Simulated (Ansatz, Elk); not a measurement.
# How far do independent atoms describe Mg3Pb2S2?

The structure of Mg3Pb2S2 used here is made up (a known structure type with other elements) and was relaxed beforehand with PBEsol. The aim is the Fourier transform of its all-electron density, F(hkl), set beside the sum over free spherical atoms that refinements use.

Main program and level: Elk 11.2.3 (patched build); DFT, PBE, all-electron APW+lo, Dirac cores, scalar-relativistic bands, static density, no spin.

The structure was built from a prototype and need not be the compound's stable phase.

**1. Set-up**

It takes space group R-3m (No. 166, trigonal). The conventional cell has a = 6.263 Å, b = 6.263 Å, c = 14.442 Å, α = 90.00°, β = 90.00°, γ = 120.00°. Pb has 2 S at 3.10 Å and 6 Mg at 3.13 Å nearest. Nearest to Pb lie 6 Mg at 3.01 Å. Nearest to S lie 3 Mg at 2.49 Å and 1 Pb at 3.10 Å. Nearest to Mg lie 2 S at 2.49 Å. Farther neighbours and most contacts between anions are not listed.

**2. Ground state and structure factors**

An all-electron density is needed, since X-rays see the cores too. Task 0 finds the density and task 195 Fourier-transforms it; tshift is off so that phases refer to the origin typed.

Contents of elk.in:

```
tasks
  0
  195

xctype
  20

spinpol
  .false.

rgkmax
  7.0

gmaxvr
  14.0

lmaxo
  7

lmaxapw
  8

swidth
  0.002

tshift
  .false.

ramdisk
  .false.

hmaxvr
  5.5

maxscl
  120

epspot
  1e-06

sppath
  './'

avec
  5.91760651703 3.41653171556 9.09706526384
  -5.91760651703 3.41653171556 9.09706526384
  -0.00000000000 -6.83306343113 9.09706526384

atoms
  3
  'Pb.in'
  2
  0.5000000000 0.5000000000 0.5000000000   0.000000 0.000000 0.000000
  0.0000000000 0.0000000000 0.0000000000   0.000000 0.000000 0.000000
  'S.in'
  2
  0.2853400517 0.2853400517 0.2853400517   0.000000 0.000000 0.000000
  0.7146599483 0.7146599483 0.7146599483   0.000000 0.000000 0.000000
  'Mg.in'
  3
  0.0000000000 0.5000000000 -0.0000000000   0.000000 0.000000 0.000000
  0.0000000000 0.0000000000 0.5000000000   0.000000 0.000000 0.000000
  0.5000000000 0.0000000000 -0.0000000000   0.000000 0.000000 0.000000

ngridk
  5 5 5
```

Launch:

```console
$ OMP_NUM_THREADS=4 elk
```

Numbers of over 12 decimals in the logs are rounded to 6 here.

The log of the run:

```text
┌─────────────────────────┐
│ Elk code version 11.2.3 │
└─────────────────────────┘

All units are atomic (Hartree, Bohr, etc.)

┌─────────────────────────────────────────────────┐
│ Ground-state run starting from atomic densities │
└─────────────────────────────────────────────────┘

Lattice vectors :
   5.917606517       3.416531716       9.097065264
  -5.917606517       3.416531716       9.097065264
  -0.000000000      -6.833063431       9.097065264

Reciprocal lattice vectors :
  0.5308890756      0.3065089507      0.2302275560
 -0.5308890756      0.3065089507      0.2302275560
 -0.2717756176E-17 -0.6130179014      0.2302275560

Unit cell volume      :    1103.529891
Brillouin zone volume :   0.2247788804

Muffin-tin inner radius fraction :   0.1000000000E-01

Nuclei treated as point charges

Species : 1 (Pb)
 parameters loaded from : Pb.in
 name : lead
 nuclear charge    :   -82.00000000
 electronic charge :    82.00000000
 atomic mass :    377702.4943
 muffin-tin radius :    2.800000000
 number of radial points in muffin-tin :   1393
 inner part over the whole radius :   0.9993555083E-02
 number on inner part of muffin-tin    :   1001
 approximate nuclear radius :   0.1047603524E-03
 number of mesh points to nuclear radius :    525
 atomic positions (lattice), magnetic fields (Cartesian) :
  1 :   0.50000000  0.50000000  0.50000000    0.00000000  0.00000000  0.00000000
  2 :   0.00000000  0.00000000  0.00000000    0.00000000  0.00000000  0.00000000

Species : 2 (S)
 parameters loaded from : S.in
 name : sulphur
 nuclear charge    :   -16.00000000
 electronic charge :    16.00000000
 atomic mass :    58450.91931
 muffin-tin radius :    2.200000000
 number of radial points in muffin-tin :    793
 inner part over the whole radius :   0.9890556315E-02
 number on inner part of muffin-tin    :    554
 approximate nuclear radius :   0.6195814986E-04
 number of mesh points to nuclear radius :    251
 atomic positions (lattice), magnetic fields (Cartesian) :
  1 :   0.28534005  0.28534005  0.28534005    0.00000000  0.00000000  0.00000000
  2 :  -0.28534005 -0.28534005 -0.28534005    0.00000000  0.00000000  0.00000000

Species : 3 (Mg)
 parameters loaded from : Mg.in
 name : magnesium
 nuclear charge    :   -12.00000000
 electronic charge :    12.00000000
 atomic mass :    44305.30466
 muffin-tin radius :    2.200000000
 number of radial points in muffin-tin :    793
 inner part over the whole radius :   0.9941530515E-02
 number on inner part of muffin-tin    :    552
 approximate nuclear radius :   0.5710277704E-04
 number of mesh points to nuclear radius :    241
 atomic positions (lattice), magnetic fields (Cartesian) :
  1 :   0.00000000  0.50000000  0.00000000    0.00000000  0.00000000  0.00000000
  2 :   0.00000000  0.00000000  0.50000000    0.00000000  0.00000000  0.00000000
  3 :   0.50000000  0.00000000  0.00000000    0.00000000  0.00000000  0.00000000

Total number of atoms per unit cell :    7
Total muffin-tin volume :    406.9158357
 ratio of muffin-tin to unit cell volume :   0.3687402025

Spin treatment :
 spin-unpolarised

Number of Bravais lattice symmetries :   12
Number of crystal symmetries         :   12
Crystal has inversion symmetry
Real symmetric eigensolver will be used

k-point grid :      5     5     5
k-point offset :    0.000000000       0.000000000       0.000000000
k-point set is reduced with full crystal symmetry group
Total number of k-points :       19

Muffin-tin radius times maximum |G+k| :    7.000000000
 using average radius
Maximum |G+k| for APW functions       :    2.951807229
Maximum (1/2)|G+k|²                   :    4.356582958
Maximum |G| for potential and density :    14.00000000
Constant for pseudocharge density :   10
 order of it for each species :   17  17  17
 order of it for pair densities of each species (exact exchange by exxq0 0: 18) :   14   8   8
Radial integration step length :    1

G-vector grid sizes :     54    54    54
Number of G-vectors :    51125

[...]
electron entropic           :    -0.88328230160934E-03
 total energy                :     -43259.751163553

Density of states at Fermi energy :    69.31020044
 (states/Hartree/unit cell)

Estimated indirect band gap :   0.1065891982E-01
 from k-point 19 to k-point 5
Estimated direct band gap   :   0.1945660312E-01
 at k-point 19

Charges :
 core                        :    162.0000000
 valence                     :    70.00000000
 interstitial                :    10.49295543
 muffin-tins (core leakage)
  species : 1 (Pb)
[...]
species : 2 (S)
[...]
species : 3 (Mg)
[...]
total in muffin-tins        :    221.5070446
 total calculated charge     :    231.9971747
 total charge                :    232.0000000
 error                       :   0.2825261990E-02

RMS change in Kohn-Sham potential (target) :   0.5178392922     (  0.1000000000E-05)
Absolute change in total energy (target)   :    1.807211834     (  0.1000000000E-03)

[... loops 3 to 15 left out ...]

┌──────────────────┐
│ Loop number : 16 │
└──────────────────┘

Energies :
 Fermi                       :     0.176462
 sum of occupied eigenvalues :     -26660.032308073
 electron kinetic            :      50144.125014841
 core electron kinetic       :      49661.366703772
 Coulomb                     :     -92519.520599136
 Coulomb potential           :     -75652.270466231
 nuclear-nuclear             :     -2976.6347910012
 electron-nuclear            :     -103474.07876436
 Hartree                     :      13931.192956229
 Madelung                    :     -54693.385366020
 xc potential                :     -1151.8868566826
 exchange                    :     -868.69148647728
 correlation                 :     -12.714347865978
 electron entropic           :    -0.97182882408834E-03
 total energy                :     -43256.802390467

Density of states at Fermi energy :    76.16471634
 (states/Hartree/unit cell)

Estimated indirect band gap :   0.1525121642E-02
 from k-point 7 to k-point 19
Estimated direct band gap   :   0.1549756646E-01
 at k-point 15

Charges :
 core                        :    162.0000000
 valence                     :    70.00000000
 interstitial                :    10.68159867
 muffin-tins (core leakage)
  species : 1 (Pb)
[...]
species : 2 (S)
[...]
species : 3 (Mg)
[...]
total in muffin-tins        :    221.3184013
 total calculated charge     :    231.9972529
 total charge                :    232.0000000
 error                       :   0.2747060043E-02

RMS change in Kohn-Sham potential (target) :   0.1446369047E-06 (  0.1000000000E-05)
Absolute change in total energy (target)   :   0.9079768643E-04 (  0.1000000000E-03)

Convergence targets achieved

┌──────────────────┐
│ Loop number : 17 │
└──────────────────┘

Energies :
 Fermi                       :     0.176462
 sum of occupied eigenvalues :     -26660.032295560
 electron kinetic            :      50144.125019502
 core electron kinetic       :      49661.366706134
 Coulomb                     :     -92519.520597128
 Coulomb potential           :     -75652.270465577
 nuclear-nuclear             :     -2976.6347910012
 electron-nuclear            :     -103474.07875999
 Hartree                     :      13931.192953862
 Madelung                    :     -54693.385364339
 xc potential                :     -1151.8868494849
 exchange                    :     -868.69148650191
 correlation                 :     -12.714347873697
 electron entropic           :    -0.97182876310293E-03
 total energy                :     -43256.802383830

Density of states at Fermi energy :    76.16470472
 (states/Hartree/unit cell)

Estimated indirect band gap :   0.1525119320E-02
 from k-point 7 to k-point 19
Estimated direct band gap   :   0.1549757333E-01
 at k-point 15

Charges :
 core                        :    162.0000000
 valence                     :    70.00000000
 interstitial                :    10.68159843
 muffin-tins (core leakage)
  species : 1 (Pb)
[...]
species : 2 (S)
[...]
species : 3 (Mg)
   atom 1                    :    10.51498155     ( -0.9828258829E-07)
   atom 2                    :    10.51498155     ( -0.9828258829E-07)
   atom 3                    :    10.51498155     ( -0.9828258829E-07)
 total in muffin-tins        :    221.3184016
 total calculated charge     :    231.9972529
 total charge                :    232.0000000
 error                       :   0.2747060133E-02

┌──────────────────────────────┐
│ Self-consistent loop stopped │
└──────────────────────────────┘

Warning : the lowest level lies among the core levels :   -2.611839535      -2.591867439

Warning : core states of species 1 leak from the muffin-tin :   0.1186404453E-02

Wrote STATE.OUT
```

Run time: 43 s. Hardware: 4 threads of INTEL XEON PLATINUM 8581C at 2.10GHz (Emerald Rapids), shared host; peak memory 0.32 GiB; 1.8 min of CPU time.

SFACRHO.OUT:

```text

h k l indices transformed by vhmat matrix:
   1.000000000       0.000000000       0.000000000    
   0.000000000       1.000000000       0.000000000    
   0.000000000       0.000000000       1.000000000    

      h      k      l  multipl.   |H|            Re(F)            Im(F)           |F|

      0      0      0      1   0.0000000       232.00000      0.58222297E-15   232.00000    
      0      0      1      6  0.65482492       4.1906400      0.82340494E-13   4.1906400    
      1      1      1      2  0.69068267      -13.787359      0.16644759E-12   13.787359    
      1      0      1      6  0.76668759       117.42342     -0.14018498E-12   117.42342    
     -1      1      0      6   1.0617782       161.19188     -0.19787430E-15   161.19188    
      1      1      2      6   1.1062850       150.80099     -0.28899082E-12   150.80099    
      1      1     -1      6   1.2474648      -31.457830      0.41162523E-13   31.457830    
      0      1      2     12   1.2666552       22.932312      0.26877089E-12   22.932312    
     -2     -2     -1      6   1.3041891      -11.700358     -0.27631824E-12   11.700358    
     -2      0      0      6   1.3096498       145.12480      0.89037551E-13   145.12480    
     -2     -2     -2      2   1.3813653       158.00549      0.30329578E-12   158.00549    
      0     -2     -2      6   1.5333752       171.88829      0.28791065E-12   171.88829    
      0      2     -1     12   1.6381518       3.8889216      0.16795418E-13   3.8889216    
     -1     -1     -3      6   1.6817497      -41.603823     -0.29918668E-12   41.603823    
     -2     -1      1     12   1.6859880       104.68800      0.14043658E-12   104.68800    
      2      3      2      6   1.7242455       26.994524      0.28702793E-12   26.994524    
     -1     -3     -2     12   1.7422810       116.52314      0.27530604E-12   116.52314    
      2     -1     -1      6   1.8390537       137.88465      0.10475197E-13   137.88465
```

Elk indexes on the primitive cell of elk.in and gives |H| = 4π sin θ/λ in inverse bohr. Below, one row stands for each form hkl of the conventional cell (m members, Friedel mates merged), F is for one primitive cell and the density is static (no thermal factor). Free-atom factors are Waasmaier and Kirfel's, and R is Σm||F|−|F'||/Σm|F|.

| hkl | m | sin θ/λ (Å⁻¹) | abs F, DFT | neutral atoms | diff. |
| --- | --- | --- | --- | --- | --- |
| 101 | 6 | 0.099 | 4.191 | 4.239 | -0.048 |
| 003 | 2 | 0.104 | 13.787 | 13.794 | -0.006 |
| 012 | 6 | 0.115 | 117.423 | 117.989 | -0.566 |
| 110 | 6 | 0.160 | 161.192 | 160.913 | +0.279 |
| 104 | 6 | 0.166 | 150.801 | 150.592 | +0.209 |
| 021 | 6 | 0.188 | 31.458 | 31.781 | -0.323 |
| 113 | 12 | 0.191 | 22.932 | 22.922 | +0.010 |
| 015 | 6 | 0.196 | 11.700 | 11.300 | +0.401 |
| 202 | 6 | 0.197 | 145.125 | 145.694 | -0.569 |
| 006 | 2 | 0.208 | 158.006 | 158.548 | -0.542 |
| 024 | 6 | 0.231 | 171.888 | 172.161 | -0.273 |
| 211 | 12 | 0.246 | 3.889 | 3.717 | +0.172 |
| 205 | 6 | 0.253 | 41.604 | 41.800 | -0.196 |
| 122 | 12 | 0.254 | 104.688 | 104.662 | +0.026 |

**3. The highest occupied states alone**

An energy window below the Fermi level keeps the highest occupied states, to see at which angles they scatter; shallow core shells can lie inside it and anion s states outside. No new self-consistency is needed.

elk.in, as its differences from that of step 2:

```diff
@@ -1,3 +1,2 @@
 tasks
-  0
   195
@@ -40,2 +39,5 @@
 
+wsfac
+  -0.191030 0.476460
+
 sppath
```

Launch:

```console
$ OMP_NUM_THREADS=4 elk
```

The log of the run:

```text
┌─────────────────────────────────┐
│ Elk code version 11.2.3 started │
└─────────────────────────────────┘

Info(readinput): the functional depends on the density's gradient
 muffin-tin radial points multiplied by    2.00000
 (not where nrmtscf is given)

┌────────────────────┐
│ Current task : 195 │
└────────────────────┘

Info(sfacrho): density structure factors written to SFACRHO.OUT

 Energy window :  -0.1910300000      0.4764600000

┌──────────────────┐
│ Elk code stopped │
└──────────────────┘
```

Run time: 16 s. Hardware: 4 threads; peak memory 0.21 GiB.

States within 10 eV below the Fermi level hold 22.00 electrons; any levels below the window count with the cores. Their amplitudes can exceed the total, where window and core parts have opposite phase:

| hkl | sin θ/λ (Å⁻¹) | abs F, window | abs F, all |
| --- | --- | --- | --- |
| 101 | 0.099 | 0.610 | 4.191 |
| 003 | 0.104 | 1.537 | 13.787 |
| 012 | 0.115 | 2.264 | 117.423 |
| 110 | 0.160 | 5.029 | 161.192 |
| 104 | 0.166 | 3.234 | 150.801 |
| 021 | 0.188 | 0.431 | 31.458 |
| 113 | 0.191 | 1.661 | 22.932 |
| 015 | 0.196 | 2.509 | 11.700 |
| 202 | 0.197 | 1.782 | 145.125 |
| 006 | 0.208 | 0.279 | 158.006 |

**4. Another try**

In this try the input is made faulty on purpose, to show what that does.

The input is changed as shown.

elk.in, as its differences from that of step 3:

```diff
@@ -1,2 +1,3 @@
 tasks
+  0
   195
@@ -39,5 +40,2 @@
 
-wsfac
-  -0.191030 0.476460
-
 sppath
@@ -66,3 +64,3 @@
 
-ngridk
+ngrid
   5 5 5
```

Launch:

```console
$ OMP_NUM_THREADS=4 elk
```

The log of the run:

```text
┌─────────────────────────────────┐
│ Elk code version 11.2.3 started │
└─────────────────────────────────┘

Error(readinput): invalid block name : ngrid
```

Wall time 0.01 s (4 threads); peak memory 0.16 GiB.

The program refused the input before any cycle.

The program's message: “Error(readinput): invalid block name : ngrid”

A key was misspelt on purpose.

**5. Another functional**

The difference from free atoms is small, so it is set against the change that LDA (Perdew-Wang) makes.

elk.in, as its differences from that of step 4:

```diff
@@ -5,3 +5,3 @@
 xctype
-  20
+  3
 
@@ -64,3 +64,3 @@
 
-ngrid
+ngridk
   5 5 5
```

Launch:

```console
$ OMP_NUM_THREADS=4 elk
```

The log of the run:

```text
┌─────────────────────────┐
│ Elk code version 11.2.3 │
└─────────────────────────┘

All units are atomic (Hartree, Bohr, etc.)

┌─────────────────────────────────────────────────┐
│ Ground-state run starting from atomic densities │
└─────────────────────────────────────────────────┘

Lattice vectors :
   5.917606517       3.416531716       9.097065264
  -5.917606517       3.416531716       9.097065264
  -0.000000000      -6.833063431       9.097065264

Reciprocal lattice vectors :
  0.5308890756      0.3065089507      0.2302275560
[...]
species : 3 (Mg)
[...]
atom 2                    :    10.52727620     ( -0.1573064652E-05)
   atom 3                    :    10.52727620     ( -0.1573064652E-05)
 total in muffin-tins        :    221.3373361
 total calculated charge     :    231.9972692
 total charge                :    232.0000000
 error                       :   0.2730751721E-02

┌──────────────────────────────┐
│ Self-consistent loop stopped │
└──────────────────────────────┘

Warning : the lowest level lies among the core levels :   -2.595678292      -2.597467649

Warning : core states of species 1 leak from the muffin-tin :   0.1191909613E-02

Wrote STATE.OUT
[key lines of the parts left out:]
total energy                :     -43229.472232537
```

Wall time 27 s (4 threads); peak memory 0.25 GiB; 68 s of CPU time.

Against the first run R = 0.03 %; the largest change is -0.070 at 042.

**6. Basis size**

A smaller basis shows how fast F responds to it; the change is likely larger than the basis error of the first run, but doesn't show convergence.

elk.in, as its differences from that of step 5:

```diff
@@ -5,3 +5,3 @@
 xctype
-  3
+  20
 
@@ -11,3 +11,3 @@
 rgkmax
-  7.0
+  5.5
```

Launch:

```console
$ OMP_NUM_THREADS=4 elk
```

The log of the run:

```text
┌─────────────────────────┐
│ Elk code version 11.2.3 │
└─────────────────────────┘

All units are atomic (Hartree, Bohr, etc.)

┌─────────────────────────────────────────────────┐
│ Ground-state run starting from atomic densities │
└─────────────────────────────────────────────────┘

Lattice vectors :
   5.917606517       3.416531716       9.097065264
  -5.917606517       3.416531716       9.097065264
  -0.000000000      -6.833063431       9.097065264

Reciprocal lattice vectors :
  0.5308890756      0.3065089507      0.2302275560
[...]
species : 3 (Mg)
[...]
atom 2                    :    10.50897426     ( -0.9828258696E-07)
   atom 3                    :    10.50897426     ( -0.9828258696E-07)
 total in muffin-tins        :    221.1914094
 total calculated charge     :    231.9969735
 total charge                :    232.0000000
 error                       :   0.3026539863E-02

┌──────────────────────────────┐
│ Self-consistent loop stopped │
└──────────────────────────────┘

Warning : the lowest level lies among the core levels :   -2.619573882      -2.599649430

Warning : core states of species 1 leak from the muffin-tin :   0.1188775149E-02

Wrote STATE.OUT
[key lines of the parts left out:]
total energy                :     -43256.712409394
```

Run time: 35 s. Hardware: 4 threads; peak memory 0.28 GiB.

Against the first run R = 0.02 %; the largest change is +0.042 at 404.

**7. Settings against the effect**

| run | R against the first run (%) | R against neutral atoms, low angle (%) | wall time |
| --- | --- | --- | --- |
| PBE, rgkmax 7 | 0.00 | 0.25 | 43 s |
| LDA (Perdew-Wang) | 0.03 | 0.24 | 27 s |
| rgkmax 5.5 | 0.02 | 0.26 | 35 s |

**8. Results**

```json
{"R against neutral atoms, sin θ/λ < 0.3 Å⁻¹": "0.25 %", "R against neutral atoms, 0.3 to 0.63 Å⁻¹": "0.04 %"}
```

In words: Independent neutral atoms miss the calculated amplitudes by R = 0.25 % below 0.3 Å⁻¹ and 0.04 % from there to 0.63 Å⁻¹; by shells, 0.49 % below 0.15 Å⁻¹ (3 forms), 0.24 % 0.15 to 0.3 (19 forms), 0.08 % 0.3 to 0.45 (39 forms), 0.03 % above 0.45 (88 forms). Bonding, aspherical density and the tables' own atoms all enter these figures, and the runs don't part them. The largest change of an amplitude is -0.57 electrons, at 202. The window's part falls from 22.0 electrons at the origin to at most 0.35 between 0.45 and 0.63 Å⁻¹. Below 0.3 Å⁻¹ the changes that finished (LDA (Perdew-Wang) and rgkmax 5.5) move F by R = 0.03 % at most, against the 0.25 % that separates it from free atoms. The k-mesh has no finished test. Spin-orbit coupling is left out, which can matter for elements this heavy. Part of the difference isn't bonding: the tables are fits to free atoms and ions calculated by other methods than this functional. Thermal motion, anomalous dispersion and extinction are left out.

[Logs are printed without paths, hosts, clocks, repeated set-up lines and the standing remarks that a program may print on its own settings, such as how far it seeks lower states.]

[Hosts, paths, dates, database ids (printed as entryN), source tags and the programs' standing remarks are cut or masked in the printed files.]
